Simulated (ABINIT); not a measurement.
# CsH (Pm-3m): G0W0 in ABINIT against the screening cutoff in the self-energy

Aim: move the screening cutoff in the self-energy of a G0W0 run on CsH (Pm-3m) over a wide range.

Calculated with ABINIT 10.8.3; LDA and many-body steps on it, plane waves.

### 1. The structure

Symmetry: Pm-3m, No. 221, cubic system. Conventional cell: a = 3.818 Å, b = 3.818 Å, c = 3.818 Å, α = 90.00°, β = 90.00°, γ = 90.00°. Nearest to Cs lie 8 H at 3.31 Å. H has 8 Cs at 3.31 Å nearest. Farther neighbours are not listed.

The cell and positions are those that the Materials Project relaxed with its own functionals (PBE, PBE+U or r2SCAN), kept fixed. Spin-orbit coupling is left out unless a step names it.

### 2. Screening, 4×4×4 mesh, 95 bands, screening to 176.9 eV

This step: ABINIT 10.8.3; RPA screening on LDA, plane waves, norm-conserving pseudopotentials.

The RPA dielectric matrix is built and inverted for each q.

Input file run.abi:

```
acell 3*1.0 Angstrom
rprim 
  3.818408540000 0.000000000000 0.000000000000
  0.000000000000 3.818408540000 0.000000000000
  0.000000000000 0.000000000000 3.818408540000
ntypat 2
znucl 55 1
natom 2
typat 1 2
xred 
  0.000000000000 0.000000000000 0.000000000000
  0.500000000000 0.500000000000 0.500000000000
pp_dirpath "pseudos"
pseudos "Cs.upf, H.upf"
ecut 31
ngkpt 4 4 4
nshiftk 1
shiftk 0 0 0
kptopt 1
chksymbreak 0
istwfk *1
occopt 1
irdwfk 1
optdriver 3
nband 95
ecuteps 6.5
inclvkb 2
awtr 1
symchi 1
indata_prefix "in"
outdata_prefix "out"
tmpdata_prefix "tmp"
```

Command:

```
$ OMP_NUM_THREADS=1 mpirun -n 4 abinit run.abi > log
```

The log of the run:

```text
.Version 10.8.3 of ABINIT. v10.8.2 released Aug 2026.

 Symmetries : space group Pm -3 m (#221); Bravais cP (primitive cubic)
[... echo of the input left out ...]
== DATASET  1 ==================================================================
-   mpi_nproc: 4, omp_nthreads: 1 (-1 if OMP is not activated)

--- !DatasetInfo
iteration_state: {dtset: 1, }
dimensions: {natom: 2, nkpt: 10, mband: 95, nsppol: 1, nspinor: 1, nspden: 1, mpw: 3136, }
cutoff_energies: {ecut:  31.0, pawecutdg:  -1.0, }
electrons: {nelect:   1.00000000E+01, charge:   0.00000000E+00, occopt:   1.00000000E+00, tsmear:   1.00000000E-02, }

 SCREENING: Calculation of the susceptibility and dielectric matrices

 Based on a program developped by R.W. Godby, V. Olevano, G. Onida, and L. Reining.
 Incorporated in ABINIT by V. Olevano, G.-M. Rignanese, and M. Torrent.
.Using double precision arithmetic ; gwpc =  8

[... cell and pseudopotentials left out ...]
--------------------------------------------------------------------------------

 ==== K-mesh for the wavefunctions ====
 Number of points in the irreducible wedge :    10
[... list of points left out ...]
 Together with 48 symmetry operations and time-reversal symmetry
 yields    64 points in the full Brillouin Zone.

 ==== Q-mesh for the screening function ====
 Number of points in the irreducible wedge :    10
[... list of points left out ...]
 Together with 48 symmetry operations and time-reversal symmetry
 yields    64 points in the full Brillouin Zone.

 setmesh: FFT mesh size selected  =    27x   27x   27
          total number of points  =        19683

 vcoul_init : cutoff-mode = AUXILIARY_FUNCTION
 q-points for optical limit:   1
     1)      0.000010    0.000020    0.000030

- screening: taking advantage of time-reversal symmetry
- Maximum band index for partially occupied states nbvw = 5
- Remaining bands to be divided among processors   nbcw = 90
- Number of bands treated by each node ~22

 Number of electrons calculated from density =   10.0000; Expected =   10.0000
 average of density, n =  0.026617
 r_s =    2.0777
 omega_plasma =   15.7374 [eV]

 calculating chi0 at frequencies [eV] :
  1    0.000000E+00    0.000000E+00
  2    0.000000E+00    1.573743E+01

--------------------------------------------------------------------------------
  q-point number  1        q = ( 0.000000, 0.000000, 0.000000) [r.l.u.]
--------------------------------------------------------------------------------
[... chi0 elements left out ...]
 For q-point:  0.000010 0.000020 0.000030
  dielectric constant =   3.8374
  dielectric constant without local fields =   4.3597

  Average fulfillment of the sum rule on Im[epsilon] for q-point    1 :     90.21  [%]
[... wings left out ...]
  q-point number  2        q = ( 0.250000, 0.000000, 0.000000) [r.l.u.]
--------------------------------------------------------------------------------
[... chi0 elements left out ...]
  Average fulfillment of the sum rule on Im[epsilon] for q-point    2 :    102.76  [%]

 [... 8 further q-points ...]
```

The job ended after 15 s (4 MPI ranks of Arm Neoverse V2, shared host; peak memory 0.75 GiB).

This step gave:

- ε∞ with local fields, on this mesh, along the program's q direction: 3.837
- the same without local fields: 4.360
- plasma frequency: 15.74 eV
- plane waves in the screening matrix: 305

Local fields lower ε∞ by 12 %. On a Γ-centred mesh this coarse the value itself is usually too large, while a short band sum pulls it down.

### 3. 0.7 Ha

This step: G0W0 on LDA, plane waves, norm-conserving pseudopotentials.

run.abi, as its differences from that of step 2:

```diff
@@ -23,8 +23,19 @@
 irdwfk 1
-optdriver 3
+optdriver 4
 nband 95
-ecuteps 6.5
-inclvkb 2
-awtr 1
-symchi 1
+gwcalctyp 0
+ecutsigx 31
+symsigma 1
+nkptgw 3
+kptgw 
+  0.5000000000 0.5000000000 0.5000000000
+  0.5000000000 0.0000000000 0.0000000000
+  0.0000000000 0.0000000000 0.0000000000
+bdgw 
+  2 8
+  3 7
+  2 7
+ecuteps 0.7
+irdscr 1
+ppmodel 1
 indata_prefix "in"
```

The log of the run:

```text
.Version 10.8.3 of ABINIT. v10.8.2 released Aug 2026.

 Symmetries : space group Pm -3 m (#221); Bravais cP (primitive cubic)
[... echo of the input left out ...]
== DATASET  1 ==================================================================
-   mpi_nproc: 4, omp_nthreads: 1 (-1 if OMP is not activated)

--- !DatasetInfo
iteration_state: {dtset: 1, }
dimensions: {natom: 2, nkpt: 10, mband: 95, nsppol: 1, nspinor: 1, nspden: 1, mpw: 3136, }
cutoff_energies: {ecut:  31.0, pawecutdg:  -1.0, }
electrons: {nelect:   1.00000000E+01, charge:   0.00000000E+00, occopt:   1.00000000E+00, tsmear:   1.00000000E-02, }

 SIGMA: Calculation of the GW corrections

 Based on a program developped by R.W. Godby, V. Olevano, G. Onida, and L. Reining.
 Incorporated in ABINIT by V. Olevano, G.-M. Rignanese, and M. Torrent.
.Using double precision arithmetic ; gwpc =  8

[... cell and pseudopotentials left out ...]
--------------------------------------------------------------------------------

 ==== K-mesh for the wavefunctions ====
 Number of points in the irreducible wedge :    10
[... list of points left out ...]
 Together with 48 symmetry operations and time-reversal symmetry
 yields    64 points in the full Brillouin Zone.

 ==== Q-mesh for screening function ====
 Number of points in the irreducible wedge :    10
[... list of points left out ...]
 Together with 48 symmetry operations and time-reversal symmetry
 yields    64 points in the full Brillouin Zone.

 vcoul_init : cutoff-mode = AUXILIARY_FUNCTION
 q-points for optical limit:   1
     1)      0.000010    0.000020    0.000030
 setmesh: FFT mesh size selected  =    40x   40x   40
          total number of points  =        64000

 Number of electrons calculated from density =   10.0000; Expected =   10.0000
 average of density, n =  0.026617
 r_s =    2.0777
 omega_plasma =   15.7374 [eV]

 === KS Band Gaps ===
  >>>> For spin  1
   Minimum direct gap =   2.4881 [eV], located at k-point      :   0.5000  0.5000  0.5000
   Fundamental gap    =   2.2974 [eV], Top of valence bands at :   0.5000  0.5000  0.5000
                                       Bottom of conduction at :   0.5000  0.0000  0.0000
 SIGMA fundamental parameters:
 PLASMON POLE MODEL  1
 number of plane-waves for SigmaX                 3071
 number of plane-waves for SigmaC and W              7
 number of plane-waves for wavefunctions          3071
 number of bands                                    95
 number of independent spin polarizations            1
 number of spinorial components                      1
 number of k-points in IBZ                          10
 number of q-points in IBZ                          10
 number of symmetry operations                      48
 number of k-points in BZ                           64
 number of q-points in BZ                           64
 number of frequencies for dSigma/dE                 9
 frequency step for dSigma/dE [eV]                0.25
 number of omega for Sigma on real axis              0
 max omega for Sigma on real axis  [eV]           0.00
 zcut for avoiding poles [eV]                     0.10

 EPSILON^-1 parameters (SCR file):
 dimension of the eps^-1 matrix on file            305
 dimension of the eps^-1 matrix used                 7
 number of plane-waves for wavefunctions          3071
 number of bands                                    95
 number of q-points in IBZ                          10
 number of frequencies                               2
 number of real frequencies                          1
 number of imag frequencies                          1

 matrix elements of self-energy operator (all in [eV])

 Perturbative Calculation

--- !SelfEnergy_ee
iteration_state: {dtset: 1, }
kpoint     : [   0.500,    0.500,    0.500, ]
spin       : 1
KS_gap     :    2.488
QP_gap     :    4.527
Delta_QP_KS:    2.039
data: !SigmaeeData |
     Band     E0 <VxcDFT>   SigX SigC(E0)      Z dSigC/dE  Sig(E)    E-E0       E
        2  -6.265 -12.525 -17.202   2.964   0.811  -0.233 -13.915  -1.390  -7.654
        3  -6.265 -12.525 -17.202   2.964   0.811  -0.233 -13.915  -1.390  -7.654
        4  -6.265 -12.525 -17.202   2.964   0.811  -0.233 -13.915  -1.390  -7.654
        5   2.652  -9.762 -12.821   1.922   0.825  -0.213 -10.700  -0.938   1.715
        6   5.141  -7.818  -3.689  -2.816   0.839  -0.192  -6.717   1.102   6.242
        7   5.141  -7.818  -3.689  -2.816   0.839  -0.192  -6.717   1.102   6.242
[...]
--- !SelfEnergy_ee
iteration_state: {dtset: 1, }
kpoint     : [   0.500,    0.000,    0.000, ]
spin       : 1
KS_gap     :    2.559
QP_gap     :    4.671
Delta_QP_KS:    2.112
data: !SigmaeeData |
     Band     E0 <VxcDFT>   SigX SigC(E0)      Z dSigC/dE  Sig(E)    E-E0       E
[...]
--- !SelfEnergy_ee
iteration_state: {dtset: 1, }
kpoint     : [   0.000,    0.000,    0.000, ]
spin       : 1
KS_gap     :    5.220
QP_gap     :    7.510
Delta_QP_KS:    2.290
data: !SigmaeeData |
     Band     E0 <VxcDFT>   SigX SigC(E0)      Z dSigC/dE  Sig(E)    E-E0       E
[...]
5   0.539  -8.712 -12.293   2.376   0.804  -0.244  -9.681  -0.968  -0.430
        6   5.759  -8.498  -3.789  -3.127   0.836  -0.197  -7.176   1.322   7.080
        7   5.759  -8.498  -3.789  -3.127   0.836  -0.197  -7.176   1.322   7.080

== END DATASET(S) ==============================================================
================================================================================

 -outvars: echo values of variables after computation  --------
           etotal      0.0000000000E+00
            nband          95
             nkpt          10
          spgroup         221
 [... the other variables as echoed above ...]

 Calculation completed.
```

Elapsed: 3.2 s, on 4 MPI ranks; peak memory 0.58 GiB.

This step gave:

| Item | Value |
| --- | --- |
| G0W0 gap on the points computed | 4.407 eV |
| starting gap on the mesh | 2.297 eV |
| k of the valence top | 0.5, 0.5, 0.5 |
| k of the conduction bottom | 0.5, 0, 0 |
| Z at the valence top | 0.825 |
| Z at the conduction bottom | 0.839 |
| least direct G0W0 gap on the computed points | 4.527 eV |

### 4. 1.3 Ha

run.abi, as its differences from that of step 3:

```diff
@@ -37,3 +37,3 @@
   2 7
-ecuteps 0.7
+ecuteps 1.3
 irdscr 1
```

The log of the run:

```text
.Version 10.8.3 of ABINIT. v10.8.2 released Aug 2026.

 Symmetries : space group Pm -3 m (#221); Bravais cP (primitive cubic)
[... echo of the input left out ...]
== DATASET  1 ==================================================================
-   mpi_nproc: 4, omp_nthreads: 1 (-1 if OMP is not activated)

--- !DatasetInfo
iteration_state: {dtset: 1, }
dimensions: {natom: 2, nkpt: 10, mband: 95, nsppol: 1, nspinor: 1, nspden: 1, mpw: 3136, }
cutoff_energies: {ecut:  31.0, pawecutdg:  -1.0, }
electrons: {nelect:   1.00000000E+01, charge:   0.00000000E+00, occopt:   1.00000000E+00, tsmear:   1.00000000E-02, }

 SIGMA: Calculation of the GW corrections

 Based on a program developped by R.W. Godby, V. Olevano, G. Onida, and L. Reining.
 Incorporated in ABINIT by V. Olevano, G.-M. Rignanese, and M. Torrent.
.Using double precision arithmetic ; gwpc =  8

[... cell and pseudopotentials left out ...]
--------------------------------------------------------------------------------

 ==== K-mesh for the wavefunctions ====
 Number of points in the irreducible wedge :    10
[... list of points left out ...]
 Together with 48 symmetry operations and time-reversal symmetry
 yields    64 points in the full Brillouin Zone.

 ==== Q-mesh for screening function ====
 Number of points in the irreducible wedge :    10
[... list of points left out ...]
 Together with 48 symmetry operations and time-reversal symmetry
 yields    64 points in the full Brillouin Zone.

 vcoul_init : cutoff-mode = AUXILIARY_FUNCTION
 q-points for optical limit:   1
     1)      0.000010    0.000020    0.000030
 setmesh: FFT mesh size selected  =    40x   40x   40
          total number of points  =        64000

 Number of electrons calculated from density =   10.0000; Expected =   10.0000
[...]
number of plane-waves for wavefunctions          3071
 number of bands                                    95
 number of q-points in IBZ                          10
 number of frequencies                               2
 number of real frequencies                          1
 number of imag frequencies                          1

 matrix elements of self-energy operator (all in [eV])

 Perturbative Calculation

--- !SelfEnergy_ee
iteration_state: {dtset: 1, }
kpoint     : [   0.500,    0.500,    0.500, ]
spin       : 1
KS_gap     :    2.488
QP_gap     :    4.291
Delta_QP_KS:    1.803
data: !SigmaeeData |
     Band     E0 <VxcDFT>   SigX SigC(E0)      Z dSigC/dE  Sig(E)    E-E0       E
        2  -6.265 -12.525 -17.202   2.865   0.788  -0.269 -13.953  -1.428  -7.693
        3  -6.265 -12.525 -17.202   2.865   0.788  -0.269 -13.953  -1.428  -7.693
        4  -6.265 -12.525 -17.202   2.865   0.788  -0.269 -13.953  -1.428  -7.693
[...]
--- !SelfEnergy_ee
iteration_state: {dtset: 1, }
kpoint     : [   0.500,    0.000,    0.000, ]
spin       : 1
KS_gap     :    2.559
QP_gap     :    4.444
Delta_QP_KS:    1.885
data: !SigmaeeData |
     Band     E0 <VxcDFT>   SigX SigC(E0)      Z dSigC/dE  Sig(E)    E-E0       E
[...]
--- !SelfEnergy_ee
iteration_state: {dtset: 1, }
kpoint     : [   0.000,    0.000,    0.000, ]
spin       : 1
KS_gap     :    5.220
QP_gap     :    7.414
Delta_QP_KS:    2.194
data: !SigmaeeData |
     Band     E0 <VxcDFT>   SigX SigC(E0)      Z dSigC/dE  Sig(E)    E-E0       E
[...]
6   5.759  -8.498  -3.789  -3.473   0.821  -0.218  -7.483   1.015   6.773
        7   5.759  -8.498  -3.789  -3.473   0.821  -0.218  -7.483   1.015   6.773

== END DATASET(S) ==============================================================
================================================================================

 -outvars: echo values of variables after computation  --------
           etotal      0.0000000000E+00
            nband          95
             nkpt          10
          spgroup         221
 [... the other variables as echoed above ...]

 Calculation completed.
```

Elapsed: 3.3 s, on 4 MPI ranks; peak memory 0.58 GiB; 13 s of CPU time.

This step gave:

- G0W0 gap on the points computed: 4.14 eV
- starting gap on the mesh: 2.297 eV
- k of the valence top: 0.5, 0.5, 0.5
- k of the conduction bottom: 0.5, 0, 0
- Z at the valence top: 0.791
- Z at the conduction bottom: 0.825
- least direct G0W0 gap on the computed points: 4.291 eV

### 5. 2.3 Ha

The self-energy is evaluated for the states that the input lists, and the levels follow from it, in one-shot runs by the linearised quasiparticle equation.

run.abi, as its differences from that of step 4:

```diff
@@ -37,3 +37,3 @@
   2 7
-ecuteps 1.3
+ecuteps 2.3
 irdscr 1
```

The log of the run:

```text
.Version 10.8.3 of ABINIT. v10.8.2 released Aug 2026.

 Symmetries : space group Pm -3 m (#221); Bravais cP (primitive cubic)
[... echo of the input left out ...]
== DATASET  1 ==================================================================
-   mpi_nproc: 4, omp_nthreads: 1 (-1 if OMP is not activated)

--- !DatasetInfo
iteration_state: {dtset: 1, }
dimensions: {natom: 2, nkpt: 10, mband: 95, nsppol: 1, nspinor: 1, nspden: 1, mpw: 3136, }
cutoff_energies: {ecut:  31.0, pawecutdg:  -1.0, }
[...]
Band     E0 <VxcDFT>   SigX SigC(E0)      Z dSigC/dE  Sig(E)    E-E0       E
[...]
6   5.759  -8.498  -3.789  -3.576   0.818  -0.223  -7.572   0.926   6.685
        7   5.759  -8.498  -3.789  -3.576   0.818  -0.223  -7.572   0.926   6.685

== END DATASET(S) ==============================================================
================================================================================

 -outvars: echo values of variables after computation  --------
           etotal      0.0000000000E+00
            nband          95
             nkpt          10
          spgroup         221
 [... the other variables as echoed above ...]

 Calculation completed.
```

Elapsed: 4.4 s, on 4 MPI ranks; peak memory 0.6 GiB.

Numbers from this step:

```
G0W0 gap on the points computed              : 4.259 eV
starting gap on the mesh                     : 2.297 eV
k of the valence top                         : 0.5, 0.5, 0.5
k of the conduction bottom                   : 0.5, 0, 0
least direct G0W0 gap on the computed points : 4.395 eV
```

The gap on the mesh goes from 2.30 eV to 4.26 eV, a correction of +1.96 eV.

(Part 1 of 2 ends here.)

[Paths, hosts, dates, memory and timing lines, banners, echoed tables and standing remarks are left out of the program output.]

[Logs are printed without paths, hosts, clocks, repeated set-up lines and the standing remarks that a program may print on its own settings, such as how far it seeks lower states.]

[Runs of the session that timed out or met a known fault of the program may be left out.]

[Hosts, paths, dates, database ids (printed as entryN), source tags and the programs' standing remarks are cut or masked in the printed files.]

[G0W0 gaps are taken among the corrected bands and points alone; a level outside them can change the order at an edge.]

[Where Ansatz stands beside ABINIT at settings called matched, ABINIT's density can come from a denser mesh and the files from another edition; pairs whose starting gaps differed by over 0.03 eV were left out, so agreement reads better than it is.]
